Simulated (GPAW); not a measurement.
# Settings that the conductance of disilanedithiol between two Pt chains needs, part 3 of 5

Aim: the cheapest settings that leave the conductance of disilanedithiol between two Pt chains unchanged.

GPAW 26.7.0; GPAW LCAO, PAW setups; Landauer transmission from Green's functions with principal layers (ASE), zero bias.

So far, transmission at the Fermi level (one spin): step 2 (base settings) 0.456; step 5 (varying the periods in a principal layer) 0.456; step 7 (width of the vacuum box) 0.454; step 8 (varying the width of the vacuum box, box 9.5 Å) 0.453; step 9 (width of the vacuum box, box 11 × 9.1 Å) 0.456. Also open channels of the lead at the Fermi level (one spin): step 7 4.

### 10. Varying the width of the vacuum box, box 14.5 × 12.6 Å

The cell differs from the one that the last finished run ended in (a 10.950 → 14.450 Å, b 9.143 → 12.643 Å).

Input file run.py:

```python
import json
import numpy as np
from ase import Atoms
from ase.transport.calculators import TransportCalculator
from gpaw import GPAW, FermiDirac
from gpaw.lcao.tools import get_lcao_hamiltonian
from scipy.linalg import eigh

# The junction with lead layers at both ends, along the third cell vector
device = Atoms(
    ['Pt', 'Pt', 'Pt', 'Pt', 'Pt', 'Pt', 'Pt', 'S', 'H', 'Si', 'H', 'H', 'Si', 'H', 'S', 'Pt', 'Pt', 'Pt', 'Pt', 'Pt', 'Pt', 'Pt'],
    positions=[
        [7.22500, 6.32159, 1.20000],
        [7.22500, 6.32159, 3.60000],
        [7.22500, 6.32159, 6.00000],
        [7.22500, 6.32159, 8.40000],
        [7.22500, 6.32159, 10.80000],
        [7.22500, 6.32159, 13.20000],
        [7.22500, 6.32159, 15.60000],
        [8.44306, 6.47448, 17.60386],
        [6.94800, 8.39318, 19.28132],
        [7.58243, 7.06345, 19.48220],
        [6.50429, 6.08760, 19.79606],
        [10.20001, 8.13450, 20.90112],
        [9.14996, 7.11723, 21.17384],
        [9.80097, 5.78962, 21.33468],
        [8.24373, 7.59847, 23.06538],
        [7.22500, 6.32159, 24.75484],
        [7.22500, 6.32159, 27.15484],
        [7.22500, 6.32159, 29.55484],
        [7.22500, 6.32159, 31.95484],
        [7.22500, 6.32159, 34.35484],
        [7.22500, 6.32159, 36.75484],
        [7.22500, 6.32159, 39.15484]],
    cell=[[14.45001, 0.0, 0.0], [0.0, 12.64318, 0.0], [0.0, 0.0, 40.35484]],
    pbc=True)

# One principal layer of the lead: the first 5 atoms of the device
lead = Atoms(
    ['Pt', 'Pt', 'Pt', 'Pt', 'Pt'],
    positions=[
        [7.22500, 6.32159, 1.20000],
        [7.22500, 6.32159, 3.60000],
        [7.22500, 6.32159, 6.00000],
        [7.22500, 6.32159, 8.40000],
        [7.22500, 6.32159, 10.80000]],
    cell=[[14.45001, 0.0, 0.0], [0.0, 12.64318, 0.0], [0.0, 0.0, 12.0]],
    pbc=True)

settings = dict(mode='lcao', basis='szp(dzp)', xc='LDA', h=0.2,
                occupations=FermiDirac(0.1), maxiter=250,
                mixer=dict(beta=0.1, nmaxold=8, weight=100.0),
                convergence=dict(density=0.0001))
energies = np.arange(-2, 2 + 1e-9, 0.05)
eta = 0.0001
n1, n2 = 1, 1
# k and -k transmit alike, so half of the mesh across the current serves
mesh = [(i, j) for i in range(n1) for j in range(n2) if (i, j) <= (-i % n1, -j % n2)]
weights = np.array([1 if (i, j) == (-i % n1, -j % n2) else 2 for i, j in mesh]) / (n1 * n2)

# [... helper functions left out ...]
fermi_lead = ground_state(lead, (1, 1, 10), 'lead.txt')
fermi_device = ground_state(device, (1, 1, 2), 'device.txt')
# [... loop over the mesh left out, but for ...]
        # Shift the lead onto the potential of the device's first layer
        shift = ((H[:, 0, 0] - H0[:, 0, 0]) / S0[0, 0]).real.mean()
# [...]
kT = 8.617333e-5 * 77
bias = [0.1, 0.2, 0.5, 1.0, 1.5, 2.0]
# [... integrals and printing left out ...]
```

The run is started by

```bash
OMP_NUM_THREADS=1 OPENBLAS_NUM_THREADS=2 python run.py
```

Log:

```text
basis functions: device 262, principal layer 75
Fermi level: lead -5.7240 eV, device -5.6918 eV; lead shifted by 0.0055 eV
largest coupling past the next layer 8.36e-06 eV, largest misfit of the first layer 0.213 eV
  E-E_F (eV)   T (one spin)  channels
    -2.000    2.6981e-01    3.0000
    -1.950    2.9385e-01    3.0000
    -1.900    3.1770e-01    3.0000
[...]
1.950    2.6644e-02    1.0000
     2.000    2.6180e-02    1.0000
conductance at 77 K: 0.45668 G0 a cell; thermopower 2.401 uV/K
current from the zero-bias T(E) at 0.1 V: 3.5386 uA
current from the zero-bias T(E) at 0.2 V: 7.0867 uA
current from the zero-bias T(E) at 0.5 V: 18.111 uA
current from the zero-bias T(E) at 1.0 V: 32.115 uA
current from the zero-bias T(E) at 1.5 V: 45.358 uA
current from the zero-bias T(E) at 2.0 V: 56.278 uA
```

Run time: 2.7 min. Hardware: 2 threads of Intel Xeon 6975P-C (Granite Rapids), shared host; peak memory 2.6 GiB.

One spin. Table of transmission, zone mean by energy, zero at the Fermi level:

energy (eV), transmission, zone mean and a bar:
```
    -2.00      0.270 ############
    -1.90      0.318 ##############
    -1.80      0.357 ################
    -1.70      0.368 #################
    -1.55      0.319 ##############
    -1.45      0.270 ############
    -1.35      0.262 ###########
    -1.25      0.237 ##########
    -1.15      0.310 ##############
    -1.05      0.328 ###############
    -0.90      0.459 #####################
    -0.80      0.497 #######################
    -0.70      0.474 ######################
    -0.60      0.465 #####################
    -0.50      0.485 ######################
    -0.40      0.508 #######################
    -0.25      0.645 ##############################
    -0.15      0.568 ##########################
    -0.05      0.486 ######################
     0.00      0.457 #####################
     0.05      0.428 ###################
     0.15      0.369 #################
     0.25      0.308 ##############
     0.40      0.202 #########
     0.50      0.202 #########
     0.60      0.217 #########
     0.70      0.220 #########
     0.80      0.130 #####
     0.90      0.095 ###
     1.05      0.068 ##
     1.15      0.056 #
     1.25      0.048 #
     1.35      0.042 #
     1.45      0.038 #
     1.55      0.034 
     1.70      0.030 
     1.80      0.029 
     1.90      0.027 
     2.00      0.026
```

The conductance equals that of the base run to 0.2 %.

### 11. Width of the vacuum box, box 16.5 × 14.6 Å

The cell differs from the one that the last finished run ended in (a 14.450 → 16.450 Å, b 12.643 → 14.643 Å).

Input file run.py:

```python
import json
import numpy as np
from ase import Atoms
from ase.transport.calculators import TransportCalculator
from gpaw import GPAW, FermiDirac
from gpaw.lcao.tools import get_lcao_hamiltonian
from scipy.linalg import eigh

# The junction with lead layers at both ends, along the third cell vector
device = Atoms(
    ['Pt', 'Pt', 'Pt', 'Pt', 'Pt', 'Pt', 'Pt', 'S', 'H', 'Si', 'H', 'H', 'Si', 'H', 'S', 'Pt', 'Pt', 'Pt', 'Pt', 'Pt', 'Pt', 'Pt'],
    positions=[
        [8.22500, 7.32159, 1.20000],
        [8.22500, 7.32159, 3.60000],
        [8.22500, 7.32159, 6.00000],
        [8.22500, 7.32159, 8.40000],
        [8.22500, 7.32159, 10.80000],
        [8.22500, 7.32159, 13.20000],
        [8.22500, 7.32159, 15.60000],
        [9.44306, 7.47448, 17.60386],
        [7.94800, 9.39318, 19.28132],
        [8.58243, 8.06345, 19.48220],
        [7.50429, 7.08760, 19.79606],
        [11.20001, 9.13450, 20.90112],
        [10.14996, 8.11723, 21.17384],
        [10.80097, 6.78962, 21.33468],
        [9.24373, 8.59847, 23.06538],
        [8.22500, 7.32159, 24.75484],
        [8.22500, 7.32159, 27.15484],
        [8.22500, 7.32159, 29.55484],
        [8.22500, 7.32159, 31.95484],
        [8.22500, 7.32159, 34.35484],
        [8.22500, 7.32159, 36.75484],
        [8.22500, 7.32159, 39.15484]],
    cell=[[16.45001, 0.0, 0.0], [0.0, 14.64318, 0.0], [0.0, 0.0, 40.35484]],
    pbc=True)

# One principal layer of the lead: the first 5 atoms of the device
lead = Atoms(
    ['Pt', 'Pt', 'Pt', 'Pt', 'Pt'],
    positions=[
        [8.22500, 7.32159, 1.20000],
        [8.22500, 7.32159, 3.60000],
        [8.22500, 7.32159, 6.00000],
        [8.22500, 7.32159, 8.40000],
        [8.22500, 7.32159, 10.80000]],
    cell=[[16.45001, 0.0, 0.0], [0.0, 14.64318, 0.0], [0.0, 0.0, 12.0]],
    pbc=True)

settings = dict(mode='lcao', basis='szp(dzp)', xc='LDA', h=0.2,
                occupations=FermiDirac(0.1), maxiter=250,
                mixer=dict(beta=0.1, nmaxold=8, weight=100.0),
                convergence=dict(density=0.0001))
energies = np.arange(-2, 2 + 1e-9, 0.05)
eta = 0.0001
n1, n2 = 1, 1
# k and -k transmit alike, so half of the mesh across the current serves
mesh = [(i, j) for i in range(n1) for j in range(n2) if (i, j) <= (-i % n1, -j % n2)]
weights = np.array([1 if (i, j) == (-i % n1, -j % n2) else 2 for i, j in mesh]) / (n1 * n2)

# [... helper functions left out ...]
fermi_lead = ground_state(lead, (1, 1, 10), 'lead.txt')
fermi_device = ground_state(device, (1, 1, 2), 'device.txt')
# [... loop over the mesh left out, but for ...]
        # Shift the lead onto the potential of the device's first layer
        shift = ((H[:, 0, 0] - H0[:, 0, 0]) / S0[0, 0]).real.mean()
# [...]
kT = 8.617333e-5 * 77
bias = [0.1, 0.2, 0.5, 1.0, 1.5, 2.0]
# [... integrals and printing left out ...]
```

Log:

```text
basis functions: device 262, principal layer 75
Fermi level: lead -5.8697 eV, device -5.8447 eV; lead shifted by 0.0057 eV
largest coupling past the next layer 8.36e-06 eV, largest misfit of the first layer 0.213 eV
  E-E_F (eV)   T (one spin)  channels
    -2.000    2.7035e-01    3.0000
    -1.950    2.9444e-01    3.0000
    -1.900    3.1835e-01    3.0000
[...]
1.950    2.6594e-02    1.0000
     2.000    2.6128e-02    1.0000
conductance at 77 K: 0.4579 G0 a cell; thermopower 2.383 uV/K
current from the zero-bias T(E) at 0.1 V: 3.5475 uA
current from the zero-bias T(E) at 0.2 V: 7.1016 uA
current from the zero-bias T(E) at 0.5 V: 18.118 uA
current from the zero-bias T(E) at 1.0 V: 32.105 uA
current from the zero-bias T(E) at 1.5 V: 45.337 uA
current from the zero-bias T(E) at 2.0 V: 56.26 uA
```

Run time: 3.1 min. Hardware: 2 threads; peak memory 3.2 GiB.

One spin. Table of transmission, zone mean by energy, zero at the Fermi level:

energy (eV), transmission, zone mean and a bar:
```
   -2.000      0.270 ############
   -1.800      0.357 ################
   -1.700      0.369 #################
   -1.600      0.344 ###############
   -1.400      0.268 ############
   -1.200      0.291 #############
   -1.000      0.366 ################
   -0.800      0.497 #######################
   -0.600      0.465 #####################
   -0.400      0.507 #######################
   -0.250      0.645 ##############################
   -0.200      0.639 ##############################
    0.000      0.458 #####################
    0.200      0.339 ###############
    0.400      0.202 #########
    0.600      0.216 #########
    0.800      0.129 #####
    1.000      0.075 ##
    1.200      0.052 #
    1.400      0.040 #
    1.600      0.033 
    1.800      0.029 
    2.000      0.026
```

The conductance, 0.458 G₀, lies 0.4 % above that of the base run.

### 12. Convergence in the width of the vacuum box

The runs and the base run on one axis.

This step: convergence of the conductance (GPAW 26.7.0).

Table of conductance by width of the vacuum box:

| width of the vacuum box (Å) | conductance (G₀) |
| --- | --- |
| 6.60 | 0.454 |
| 7.60 | 0.453 |
| 9.10 | 0.456 |
| 10.60 | 0.456 |
| 12.60 | 0.457 |
| 14.60 | 0.458 |

### 13. Varying the density threshold: conv = 0.1

The Hamiltonian is taken from the last density. The density threshold is one of the tests that end the cycle; the energy must settle too, so a loose value may not be the test that decides.

This step: GPAW LCAO, PAW setups; Landauer transmission from Green's functions with principal layers (ASE), zero bias (GPAW 26.7.0).

Input file run.py:

```python
import json
import numpy as np
from ase import Atoms
from ase.transport.calculators import TransportCalculator
from gpaw import GPAW, FermiDirac
from gpaw.lcao.tools import get_lcao_hamiltonian
from scipy.linalg import eigh

# The junction with lead layers at both ends, along the third cell vector
device = Atoms(
    ['Pt', 'Pt', 'Pt', 'Pt', 'Pt', 'Pt', 'Pt', 'S', 'H', 'Si', 'H', 'H', 'Si', 'H', 'S', 'Pt', 'Pt', 'Pt', 'Pt', 'Pt', 'Pt', 'Pt'],
    positions=[
        [6.22500, 5.32159, 1.20000],
        [6.22500, 5.32159, 3.60000],
        [6.22500, 5.32159, 6.00000],
        [6.22500, 5.32159, 8.40000],
        [6.22500, 5.32159, 10.80000],
        [6.22500, 5.32159, 13.20000],
        [6.22500, 5.32159, 15.60000],
        [7.44306, 5.47448, 17.60386],
        [5.94800, 7.39318, 19.28132],
        [6.58243, 6.06345, 19.48220],
        [5.50429, 5.08760, 19.79606],
        [9.20001, 7.13450, 20.90112],
        [8.14996, 6.11723, 21.17384],
        [8.80097, 4.78962, 21.33468],
        [7.24373, 6.59847, 23.06538],
        [6.22500, 5.32159, 24.75484],
        [6.22500, 5.32159, 27.15484],
        [6.22500, 5.32159, 29.55484],
        [6.22500, 5.32159, 31.95484],
        [6.22500, 5.32159, 34.35484],
        [6.22500, 5.32159, 36.75484],
        [6.22500, 5.32159, 39.15484]],
    cell=[[12.45001, 0.0, 0.0], [0.0, 10.64318, 0.0], [0.0, 0.0, 40.35484]],
    pbc=True)

# One principal layer of the lead: the first 5 atoms of the device
lead = Atoms(
    ['Pt', 'Pt', 'Pt', 'Pt', 'Pt'],
    positions=[
        [6.22500, 5.32159, 1.20000],
        [6.22500, 5.32159, 3.60000],
        [6.22500, 5.32159, 6.00000],
        [6.22500, 5.32159, 8.40000],
        [6.22500, 5.32159, 10.80000]],
    cell=[[12.45001, 0.0, 0.0], [0.0, 10.64318, 0.0], [0.0, 0.0, 12.0]],
    pbc=True)

settings = dict(mode='lcao', basis='szp(dzp)', xc='LDA', h=0.2,
                occupations=FermiDirac(0.1), maxiter=250,
                mixer=dict(beta=0.1, nmaxold=8, weight=100.0),
                convergence=dict(density=0.1))
energies = np.arange(-2, 2 + 1e-9, 0.05)
eta = 0.0001
n1, n2 = 1, 1
# k and -k transmit alike, so half of the mesh across the current serves
mesh = [(i, j) for i in range(n1) for j in range(n2) if (i, j) <= (-i % n1, -j % n2)]
weights = np.array([1 if (i, j) == (-i % n1, -j % n2) else 2 for i, j in mesh]) / (n1 * n2)

# [... helper functions left out ...]
fermi_lead = ground_state(lead, (1, 1, 10), 'lead.txt')
fermi_device = ground_state(device, (1, 1, 2), 'device.txt')
# [... loop over the mesh left out, but for ...]
        # Shift the lead onto the potential of the device's first layer
        shift = ((H[:, 0, 0] - H0[:, 0, 0]) / S0[0, 0]).real.mean()
# [...]
kT = 8.617333e-5 * 77
bias = [0.1, 0.2, 0.5, 1.0, 1.5, 2.0]
# [... integrals and printing left out ...]
```

Log:

```text
basis functions: device 262, principal layer 75
Fermi level: lead -5.4962 eV, device -5.4719 eV; lead shifted by 0.1029 eV
largest coupling past the next layer 8.37e-06 eV, largest misfit of the first layer 0.679 eV
  E-E_F (eV)   T (one spin)  channels
    -2.000    3.2750e-01    3.0000
    -1.950    3.4945e-01    3.0000
    -1.900    3.6807e-01    3.0000
    -1.850    3.8119e-01    3.0000
    -1.800    3.8682e-01    3.0000
    -1.750    3.8378e-01    3.0000
    -1.700    3.7219e-01    3.0000
    -1.650    3.5340e-01    3.0000
    -1.600    3.2938e-01    3.0000
    -1.550    3.0173e-01    3.0000
    -1.500    2.7009e-01    3.0000
    -1.450    2.1744e-01    3.0000
    -1.400    2.6462e-01    3.0000
    -1.350    2.4168e-01    4.0000
    -1.300    2.6345e-01    4.0000
    -1.250    2.3030e-01    4.0000
[...]
1.650    2.8263e-02    1.0000
     1.700    2.7354e-02    1.0000
     1.750    2.6564e-02    1.0000
     1.800    2.5879e-02    1.0000
     1.850    2.5290e-02    1.0000
     1.900    2.4788e-02    1.0000
     1.950    2.4367e-02    1.0000
     2.000    2.4022e-02    1.0000
conductance at 77 K: 0.35814 G0 a cell; thermopower 3.338 uV/K
current from the zero-bias T(E) at 0.1 V: 2.7957 uA
current from the zero-bias T(E) at 0.2 V: 5.7001 uA
current from the zero-bias T(E) at 0.5 V: 15.549 uA
current from the zero-bias T(E) at 1.0 V: 29.822 uA
current from the zero-bias T(E) at 1.5 V: 42.259 uA
current from the zero-bias T(E) at 2.0 V: 53.679 uA
```

Wall time 85 s (2 threads); peak memory 2.1 GiB.

Numbers from this step:

```yaml
conductance: 0.3581 G₀
thermopower: 3.338 μV/K
largest_coupling_past_the_next_principal_layer: 8.37e-6 eV
largest_misfit_of_the_first_principal_layer: 0.6788 eV
shift_that_aligns_the_lead: 0.1029 eV
transmission_at_the_fermi_level_one_spin: 0.3570
```

One spin. Transmission, zone mean against energy, zero at the Fermi level:

energy (eV), transmission, zone mean and a bar:
```
    -2.00      0.327 ###############
    -1.90      0.368 #################
    -1.80      0.387 ##################
    -1.70      0.372 #################
    -1.55      0.302 ##############
    -1.45      0.217 ##########
    -1.35      0.242 ###########
    -1.25      0.230 ##########
    -1.20      0.386 ##################
    -1.15      0.149 ######
    -1.05      0.358 #################
    -0.95      0.527 #########################
    -0.90      0.515 #########################
    -0.80      0.493 #######################
    -0.70      0.476 #######################
    -0.60      0.464 ######################
    -0.50      0.480 #######################
    -0.40      0.513 ########################
    -0.25      0.624 ##############################
    -0.15      0.506 ########################
    -0.05      0.396 ###################
     0.00      0.357 #################
     0.05      0.332 ###############
     0.15      0.325 ###############
     0.25      0.275 #############
     0.40      0.193 ########
     0.50      0.190 ########
     0.60      0.181 ########
     0.70      0.155 #######
     0.80      0.114 #####
     0.90      0.082 ###
     1.05      0.058 ##
     1.15      0.049 #
     1.25      0.042 #
     1.35      0.037 #
     1.45      0.033 
     1.55      0.030 
     1.70      0.027 
     1.80      0.026 
     1.90      0.025 
     2.00      0.024
```

Crossings of the lead's bands, unfolded to its shortest repeat. Table of open channels, zone mean by energy, zero at the Fermi level:

energy (eV), open channels, zone mean and a bar from the least value:
```
   -2.000       3.00 ############
   -1.800       3.00 ############
   -1.600       3.00 ############
   -1.400       3.00 ############
   -1.200       4.00 ##################
   -1.000       6.00 ##############################
   -0.800       6.00 ##############################
   -0.600       6.00 ##############################
   -0.400       6.00 ##############################
   -0.200       6.00 ##############################
    0.000       4.00 ##################
    0.200       4.00 ##################
    0.400       4.00 ##################
    0.600       3.00 ############
    0.800       1.00 
    1.000       1.00 
    1.200       1.00 
    1.400       1.00 
    1.600       1.00 
    1.800       1.00 
    2.000       1.00
```

Not self-consistent under bias; the bias window is split evenly. The current through one cell, from the zero-bias transmission by bias:

| bias (V) | current through one cell, from the zero-bias transmission (μA) |
| --- | --- |
| 0.100 | 2.80 |
| 0.200 | 5.70 |
| 0.500 | 15.5 |
| 1.000 | 29.8 |
| 1.500 | 42.3 |
| 2.000 | 53.7 |

The conductance, 0.358 G₀, lies 22 % below that of the base run. The first layer now differs from the lead by 0.68 eV after a shift of 0.10 eV, a far poorer match of lead and junction than at the start, whatever the conductance shows.

(Continued in part 4 of 5.)

[Logs are printed without paths, hosts, clocks, repeated set-up lines and the standing remarks that a program may print on its own settings, such as how far it seeks lower states.]

[Hosts, paths, dates, database ids (printed as entryN), source tags and the programs' standing remarks are cut or masked in the printed files.]
